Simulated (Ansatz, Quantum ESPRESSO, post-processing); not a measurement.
# Ballistic transmission: vacuum gap of 4.0 Å between two Pt(100) faces, part 4 of 4

Wanted: the transmission near the Fermi level and the conductance of this junction: vacuum gap of 4.0 Å between two Pt(100) faces.

Quantum ESPRESSO 7.5; plane-wave DFT, PBE, GBRV ultrasoft pseudopotentials; cross-check by Ansatz 0.2.0 with PAW datasets.

So far. Step 3 (The open system): The run is unpolarised; a magnetic state was not tried, may lie lower and would change T. Step 3 (The open system): At no point does T exceed the number of channels.

### Step 5. Cross-check with Ansatz

A second code with its own PAW datasets, on the same atoms.

Level of this step: plane-wave DFT, PBE, Ansatz PAW (Ansatz 0.2.0).

input.yaml

```yaml
crystal:
  lattice:
    - [2.8072139213, 0.0, 0.0]
    - [0.0, 2.8072139213, 0.0]
    - [0.0, 0.0, 33.775]
  atoms:
    - { symbol: Pt, position: [0.0, 0.0, 0.0] }
    - { symbol: Pt, position: [0.5, 0.5, 0.0587712805] }
    - { symbol: Pt, position: [0.0, 0.0, 0.1175425611] }
    - { symbol: Pt, position: [0.5, 0.5, 0.1763138416] }
    - { symbol: Pt, position: [0.0, 0.0, 0.2350851221] }
    - { symbol: Pt, position: [0.5, 0.5, 0.2938564027] }
    - { symbol: Pt, position: [0.0, 0.0, 0.3526276832] }
    - { symbol: Pt, position: [0.5, 0.5, 0.4113989637] }
    - { symbol: Pt, position: [0.0, 0.0, 0.5298297557] }
    - { symbol: Pt, position: [0.5, 0.5, 0.5886010363] }
    - { symbol: Pt, position: [0.0, 0.0, 0.6473723168] }
    - { symbol: Pt, position: [0.5, 0.5, 0.7061435973] }
    - { symbol: Pt, position: [0.0, 0.0, 0.7649148779] }
    - { symbol: Pt, position: [0.5, 0.5, 0.8236861584] }
    - { symbol: Pt, position: [0.0, 0.0, 0.8824574389] }
    - { symbol: Pt, position: [0.5, 0.5, 0.9412287195] }
kpoints:
  mp_grid: { grid: [8, 8, 1] }
hamiltonian:
  xc: pbe
scf:
  occupations: { method: fermi_dirac, width: 0.1 }
  convergence: { dr2_threshold: 1.0e-08 }
output:
  transmission: { leads: [[0, 2]], e_range: [-0.4, 0.4], de: 0.4, kmesh: [8, 8] }
  write_potential: true
  write_density: true
  volumetric_format: npy
```

The run is started by

```console
$ ansatz run input.yaml --threads 4 --pin off --max-ram 8192MiB --backend cpu --events-out ev --progress --plain --runs-dir out
```

Numbers of over 12 decimals in the logs are rounded to 6 here.

Output:

```text
Engine: ansatz 0.2.0, aarch64-unknown-linux-gnu
Pseudopotentials: kind: paw
Pseudopotential: Pt, paw, valence charge 18, recommended cutoff 420 eV (normal), Pt.paw.azcp
Functional definition: PBE
  parameter kappa = 0.804
  parameter beta = 0.066725
  exchange = pbe_x(kappa = kappa, mu = beta*pi^2/3)
  correlation = pbe_c(beta = beta)
Crystal: 16 atoms, lattice volume = 266.162 Å³
Basis set: ecut = 420 eV, 5285 PW (Γ)
Bands: 173, of which v1, the nominal top of the filled ones, is band 144 counted from 1 (143 counted from 0)
Symmetry: 16 space group operations
Space group: P4/nmm (ITA 129), of the structure as read, at distance tolerance 6.4e-5 Å
k-points: 15 of 64
Non-local potential: Pt, projectors of the file, l = 0: 3, l = 1: 2, l = 2: 2, l = 3: 1
PAW form: soft (Blöchl's): semilocal exchange-correlation on the pseudo side does not see the compensation charge
PAW one-centre angular grid: Pt, 590 points (default); XC on 64 Gauss nodes
Initial density: superposition of atomic densities (neutral atoms: chi_scale 0, normalization atom), corrected by the library's trained network
Initial wavefunctions: pseudopotential atomic-orbital guess
Functional: x = pbe(κ = 0.804, μ = 0.219515), c = pbe(β = 0.066725)
SCF iter   1: F=—  HF=-200367.041282 eV  |F-HF|=—  |Δ(HF+E_count)|=         —  Δρ=1.82e-2  dr2=5.76e1  ethr=1.77e-3  ⟨swp⟩=5.7  Hψ=8661  notcnv=0  defer=107
preconditioner: auto → LDOS  [metal: Δε(μ)=0.001 eV  Ē_g=8.104 eV  σ=0.100 eV  W_gap=0.00  n_scr=96 (ndim 8)  ℏωp=28.8 eV  f_vac=0.038  D(μ)=28.84/eV (n_scr^D=342)  β→1.0]
SCF iter   2: F=—  HF=-200366.907489 eV  |F-HF|=—  |Δ(HF+E_count)|=   1.34e-1  Δρ=3.28e-3  dr2=4.94e-1  ethr=1.77e-3  ⟨swp⟩=1.0  Hψ=2985  notcnv=0  defer=109
SCF iter   3: F=—  HF=-200366.906421 eV  |F-HF|=—  |Δ(HF+E_count)|=   1.07e-3  Δρ=1.65e-3  dr2=1.93e-2  ethr=1.71e-4  ⟨swp⟩=1.9  Hψ=2572  notcnv=0  defer=116
SCF iter   4: F=—  HF=-200366.903067 eV  |F-HF|=—  |Δ(HF+E_count)|=   3.35e-3  Δρ=4.27e-4  dr2=4.48e-3  ethr=6.69e-6  ⟨swp⟩=2.0  Hψ=3682  notcnv=0  defer=116
SCF iter   5: F=—  HF=-200366.902994 eV  |F-HF|=—  |Δ(HF+E_count)|=   7.29e-5  Δρ=2.05e-4  dr2=7.55e-4  ethr=1.55e-6  ⟨swp⟩=1.1  Hψ=2417  notcnv=0  defer=116
SCF iter   6: F=—  HF=-200366.902973 eV  |F-HF|=—  |Δ(HF+E_count)|=   2.12e-5  Δρ=7.78e-5  dr2=1.07e-4  ethr=2.62e-7  ⟨swp⟩=1.0  Hψ=2416  notcnv=0  defer=116
SCF iter   7: F=—  HF=-200366.902974 eV  |F-HF|=—  |Δ(HF+E_count)|=   1.81e-6  Δρ=2.80e-5  dr2=1.03e-5  ethr=3.71e-8  ⟨swp⟩=1.3  Hψ=2422  notcnv=0  defer=116
SCF iter   8: F=—  HF=-200366.902067 eV  |F-HF|=—  |Δ(HF+E_count)|=   9.07e-4  Δρ=1.39e-5  dr2=1.95e-6  ethr=3.58e-9  ⟨swp⟩=1.5  Hψ=2594  notcnv=0  defer=116
SCF iter   9: F=—  HF=-200366.902067 eV  |F-HF|=—  |Δ(HF+E_count)|=   1.43e-7  Δρ=5.51e-6  dr2=3.33e-7  ethr=6.79e-10  ⟨swp⟩=1.9  Hψ=2873  notcnv=0  defer=116
SCF iter  10: F=—  HF=-200366.902067 eV  |F-HF|=—  |Δ(HF+E_count)|=   9.75e-9  Δρ=2.29e-6  dr2=6.91e-8  ethr=1.16e-10  ⟨swp⟩=1.3  Hψ=2422  notcnv=0  defer=116
SCF iter  11: F=-200366.902067 eV  HF=-200366.902067 eV  |F-HF|=6.43e-9  |Δ(HF+E_count)|=   3.14e-9  Δρ=7.13e-7  dr2=6.73e-9  ethr=3.47e-12  ⟨swp⟩=8.5  Hψ=7836  notcnv=0
SCF 1 converged in 11 iterations: F = -200366.902067 eV  dr2 = 6.73e-9
  greatest PAW one-centre occupation: 1.000 electrons in one spin orbital (limit 2), on the Pt atom at site 10 (counted from 0), in its partial waves of l = 0
transmission: 95 of 945 steps passed
transmission: 189 of 945 steps passed
[...]
transmission: 945 of 945 steps passed
SCF converged after 11 iterations
Free energy (F): -200366.902067 eV
Harris-Foulkes:  -200366.902067 eV  (|F-HF|=6.43e-9)
Internal energy: -200365.942698 eV  (E = F + TS)
E sigma→0 (E₀):  -200366.422382 eV
Entropy (-TS):   -0.959370 eV (-59.961 meV/atom)
Fermi energy:    20.566101 eV
--- Per-component energies (eV) ---
  E_band       = -2790.039957
  E_kinetic    = 10186.260250
  E_local      = -44066.092300  (includes V_loc(G=0)·N_el)
  E_nonlocal   = 3198.561255
  E_hartree    = 18670.199740
  E_xc         = -4181.399896
  E_vxc        = -4835.739214  (∫ρ·V_xc dr)
  E_paw        = -151262.705494  (= ΣΔE_a)
  E_vpaw       = -4613.423093  (= ΣTr[D̂ρ^β])
  E_aug_tail   = 0.003264  (compensation charges beyond the density's cutoff)
  E_ewald      = -32910.769516
  E_smearing   = -0.959370  (= −TS)
  E_closure    = -0.000000  (closes the sum)
  Σ components = -200366.902067   (vs F -200366.902067, Δ=0.00e0)
--- Band table (eV; the first three rows and the last of 15) ---
  k-point 0: bands = [... 140 lower, 20.0786, 20.0786, 20.0892, 20.2310, 20.3621, 20.4049, 20.4049, 20.4720, ... 25 higher]
  k-point 1: bands = [... 140 lower, 19.7771, 19.9221, 20.0028, 20.1120, 20.2158, 20.2383, 20.3149, 20.3410, ... 25 higher]
  k-point 2: bands = [... 140 lower, 19.8197, 20.0041, 20.0154, 20.2144, 20.2281, 20.4130, 20.4631, 20.5735, ... 25 higher]
  k-point 14: bands = [... 140 lower, 21.0681, 21.0681, 21.5852, 21.5852, 22.6775, 22.6775, 23.3379, 23.3379, ... 25 higher]
--- Transmission ---
  basis      : 69 plane waves across, 63 finite elements along
  points     : 15, standing for a mesh of 8 x 8
  energies   : 3 from -0.400000 to 0.400000 eV about the Fermi level, 0.400000 eV apart; the leads are filled to 0.000000 eV, and channels, transmission and decay are at 0.000000 eV
  crystal 0  : Pt2, at the sites [0, 2], period 3.9700 Å, over 31.76 Å; its Hamiltonian steps by up to 2.5 meV
    offset         : up to 0.0000 Å between an atom of the period and one for which it stands
    channels       : 2.375000e0 a spin
    conductance    : none, the energies end too early or step too widely for 300 K: set another output.transmission.e_range or a lower de, or, where they end at an eighth of basis.ecutwfc, a higher one
    slowest decay  : 0.0715 /Å at (0.5000, 0.3750)
  junction   : crystal 0 to crystal 0, -0.29 to 29.51 Å
    transmission   : 2.657517e-1 a spin
    conductance    : none, the energies end too early or step too widely for 300 K: set another output.transmission.e_range or a lower de, or, where they end at an eighth of basis.ecutwfc, a higher one
```

The job ended after 19 s (4 threads of Arm Neoverse V2, shared host; peak memory 1.3 GiB; 67 s of CPU time).

Numbers from this step:

* free energy: -200366.9021 eV
* energy at zero smearing: -200366.4224 eV
* smearing term TS: 0.9594 eV
* Fermi energy: 20.57 eV
* symmetry operations: 16
* transmission at the Fermi level, one spin: 0.2658
* step of the lead's Hamiltonian over a period: 2.5 meV

Per spin; mean over the k mesh across the current. Transmission, zone mean against energy, zero at the Fermi level:

```tsv
energy (eV)	transmission, zone mean
-0.400	0.396
0.000	0.266
0.400	0.227
```

Per spin; mean over the k mesh across the current. Open channels, zone mean against energy, zero at the Fermi level:

```tsv
energy (eV)	open channels, zone mean
-0.400	2.75
0.000	2.38
0.400	1.08
```

Ansatz finds T = 0.266 against pwcond's 0.265.

### Step 6. All levels side by side

All levels:

```tsv
step	T at the Fermi level (per spin)	conductance (G0)	r.m.s. T(E) from the first	CPU time of the step (s)	peak memory (GiB)
Ansatz	0.2658	-	0	66.63	1.26
pwcond	0.265	0.265	0.00296	231.7	0.26
pwcond, changed setting	0.2654	0.2654	0.001648	157.3	0.25
```

Per spin; mean over the k mesh across the current. Table of transmission, zone mean by energy, zero at the Fermi level:

```tsv
energy (eV)	Ansatz	pwcond	pwcond, changed setting
-0.400	0.396	0.401	0.399
0.000	0.266	0.265	0.265
0.400	0.227	0.226	0.226
```

### Step 7. A check by hand

The Landauer sum over the mesh, Σ w T = 0.1250 × 0.481 + 0.0625 × 0.804 + 0.0625 × 0.662 + … = 0.2650.

G = 0.265 × 77.48 µS = 20.5 µS a cell. Times the area of 7.880 Å², the resistance-area product is A/G = 3.84 fΩ m², the leads' contact resistance included.

### Step 8. What came out

```
conductance from T at the Fermi level, a cell (G₀ = 2e²/h) : 0.265 G₀
conductance per area                                       : 261 S/μm²
lead channels per spin                                     : 2.38
the same conductance by Ansatz                             : 0.266 G₀
```

The junction conducts 0.265 G₀ a cell at the Fermi level (PBE, GBRV ultrasoft). At the Fermi level the junction passes 11 % of what the leads offer. At the Fermi level pwcond and Ansatz differ by 0.28 %, a close match. The mean rests on 15 distinct points, the heaviest weighing 0.12, and the mesh was not tested, so even the second digit is unsure. Over -0.4 to 0.4 eV, T lies between 0.23 and 0.40 per spin. The geometry is as built, not relaxed, and the leads are short. Semilocal functionals lack the image potential in a vacuum gap. Spin-orbit coupling is left out; depending on the atoms that carry the levels of interest, it can split and shift them by tenths of an eV to an eV or more.

[Logs are printed without paths, hosts, clocks, repeated set-up lines and the standing remarks that a program may print on its own settings, such as how far it seeks lower states.]

[Hosts, paths, dates, database ids (printed as entryN), source tags and the programs' standing remarks are cut or masked in the printed files.]

[Maps of the electrostatic potential energy from Ansatz leave out the sawtooth potential of an applied field or a dipole correction, so their vacuum need not be flat; planar profiles and work functions include it.]
